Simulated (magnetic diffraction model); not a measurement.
# Rb₃HoS₃: what an assumed order does to the neutron pattern

Space group C2/m (no. 12), a = 8.2420 Å, b = 13.2120 Å, c = 7.6300 Å, β = 98.85°.

```
site  atom       x       y       z
  4i    Ho  0.1794       0  0.1420
  4i    Rb  0.3581       0  0.6424
  4g    Rb     1/2  0.7630       0
  4h    Rb     1/2  0.2946     1/2
  4i     S  0.0974       0  0.8426
  8j     S  0.3068  0.8582  0.2671
```

This is a made-up structure (elements placed in a structure type, unrelaxed), so the numbers test the method and describe no known phase.

Only Ho is taken to order (form factors of Ho3+); orders and moment sizes are assumed, and not adapted to the symmetry. Radiation: neutrons of λ = 1.594 Å, 8° to 30°; isotropic B of 0.59 Å² (Ho), 0.68 Å² (Rb) and 0.97 Å² (S). The intensities are simulated: I ∝ L Σ (|F_N|² + |F_M⊥|²) for unpolarised neutrons, with F_M = 2.695 fm/μB × Σ f(s) S exp(2πi Q·r) exp(−B s²) at Q = H ± k (one set where k and −k are equivalent), only the part normal to Q counting and L = 1/(sin²θ cos θ). For collinear order S is the moment m, which repeats by lattice and centring translations R with the sign exp(−2πi k·R). Form factors are spin-only for 3d ions and dipole or tabulated for f ions, scattering lengths are Sears's of 1992, and absorption is left out. A label names one of the reflections at its angle. The strongest nuclear line in the range is 100, and lines under 0.2 are left out.

Assume the order k = (0 1 0), collinear moments along [101], 7.8 μB on Ho; signs + at (0.1794, 0, 0.1420), − at (0.8206, 0, 0.8580).

Predict the pattern, nuclear and magnetic parts apart.

| 2θ (°) | index | nuclear | magnetic |
| --- | --- | --- | --- |
| 11.23 | (1 0 0) | 0.0 | 116.8 |
| 12.14 | (0 0 1) | 1.8 | 0.0 |
| 13.20 | (1 1 0) | 2.7 | 0.0 |
| 13.86 | (0 2 0) | 8.2 | 0.0 |
| 13.98 | (0 1 1) | 0.0 | 174.2 |
| 15.23 | (1 0 -1) | 0.0 | 10.9 |
| 16.75 | (1 1 -1) | 40.3 | 0.0 |
| 17.80 | (1 0 1) | 0.0 | 0.7 |
| 17.87 | (1 2 0) | 0.0 | 175.9 |
| 18.46 | (0 2 1) | 1.1 | 0.0 |
| 20.65 | (1 2 -1) | 0.0 | 11.4 |
| 22.57 | (2 0 0) | 4.1 | 0.0 |
| 22.63 | (1 2 1) | 0.0 | 53.2 |
| 23.64 | (2 1 0) | 0.0 | 40.5 |
| 23.97 | (2 0 -1) | 1.9 | 0.0 |
| 24.20 | (0 3 1) | 0.0 | 77.5 |
| 24.41 | (0 0 2) | 3.5 | 0.0 |
| 24.98 | (2 1 -1) | 0.0 | 115.0 |
| 25.29 | (1 0 -2) | 0.0 | 21.9 |
| 25.40 | (0 1 2) | 0.0 | 64.3 |
| 25.93 | (1 3 -1) | 23.1 | 0.0 |
| 26.25 | (1 1 -2) | 48.5 | 0.0 |
| 26.59 | (2 2 0) | 100.0 | 0.0 |
| 27.34 | (2 0 1) | 4.7 | 0.0 |
| 27.55 | (1 3 1) | 93.8 | 0.0 |
| 27.79 | (2 2 -1) | 10.5 | 0.0 |
| 27.93 | (0 4 0) | 73.9 | 0.0 |
| 28.18 | (0 2 2) | 74.7 | 0.0 |
| 28.51 | (1 0 2) | 0.0 | 0.3 |
| 28.95 | (1 2 -2) | 0.0 | 33.2 |
| 29.38 | (1 1 2) | 18.3 | 0.0 |

The strongest magnetic line in the range is (1 2 0) at 17.87° (175.9). On top of the Lorentz factor, which all lines share, magnetic lines fade with angle because f falls: for Ho3+ it is 0.96, 0.85, 0.71 and 0.44 at sin θ/λ = 0.1, 0.2, 0.3 and 0.5 Å⁻¹, while nuclear lengths stay constant. The order has no net moment.

[Logs are printed without paths, hosts, clocks, repeated set-up lines and the standing remarks that a program may print on its own settings, such as how far it seeks lower states.]
